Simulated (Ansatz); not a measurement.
Ga2O3 (C2/m): refractive index against wavelength

The refractive index of Ga2O3 (C2/m) along x below the direct gap (2.46 eV on the mesh) is read from one computed spectrum, n = √(Re ε). x, y and z are the Cartesian axes of the input cell.

Symmetry: C2/m, No. 12, monoclinic system. Conventional cell: a = 12.214 Å, b = 3.037 Å, c = 5.798 Å, α = 90.00°, β = 103.83°, γ = 90.00°. Ga on site i has 6 O at 1.94 to 2.07 Å as nearest neighbours. Ga on site i has 4 O at 1.83 to 1.86 Å as nearest neighbours. Around O on site i lie 3 Ga at 1.83 to 1.94 Å. Around O on site i lie 4 Ga at 1.86 to 2.07 Å. O on site i has 3 Ga at 1.83 to 1.94 Å as nearest neighbours.

Method: Ansatz 0.2.0, PBE, independent particles, k-mesh 8×8×4 with interpolation inside its cells, Gaussian parameter 0.1 eV.

Launch of the response step: `ansatz run input.yaml --threads 4 --pin off --max-ram 8192MiB --backend cpu --events-out ev --progress --plain --runs-dir out`. The run took 99 s, on 4 threads of Arm Neoverse V2, with other jobs on the host.

```
wavelength (nm)  photon energy E (eV)       n
           3000                 0.413  2.0240
           2000                 0.620  2.0271
           1550                 0.800  2.0308
           1310                 0.946  2.0347
           1064                 1.165  2.0420
            850                 1.459       ?
```

In the single-oscillator model n² − 1 = E₀E_d/(E₀² − E²), so 1/(n² − 1) = E₀/E_d − E²/(E₀E_d) is linear in E².

Working, on the rows shown:

| x = E² (eV²) | y = 1/(n² − 1) |
| --- | --- |
| 0.170801 | 0.322937 |
| 0.384302 | 0.321633 |
| 0.639837 | 0.320087 |
| 0.895757 | 0.318471 |
| 1.35784 | 0.315481 |

Means: x̄ = 0.68971, ȳ = 0.31972. Σ(x − x̄)(y − ȳ) = -0.005362, Σ(x − x̄)² = 0.8539. Slope = -0.005362 / 0.8539 = -0.006279; intercept = ȳ − slope · x̄ = 0.32405. Turned back into n, the line misses the rows shown by at most 0.00013.

Problem. Predict the last column of the withheld row from the fit.

Solution. At x = 2.1276 the line gives y = 0.31069, that is 2.0539. The run gave 2.0550, so the extrapolation is off by 0.0011, 3 % of the range in the table.

Refitted with all rows, the slope is -0.006477 and the intercept 0.32417. These give E₀ = √(intercept/−slope) = 7.07 eV and E_d = E₀/intercept = 21.8 eV; E₀ is 2.9 times the direct gap. The electronic limit at long wavelengths, without lattice vibrations, is n = √(1 + 1/intercept) = 2.021. Excitons are left out and so are local fields; PBE gaps are as a rule too small. Spin-orbit coupling is left out.

[Logs are printed without paths, hosts, clocks, repeated set-up lines and the standing remarks that a program may print on its own settings, such as how far it seeks lower states.]
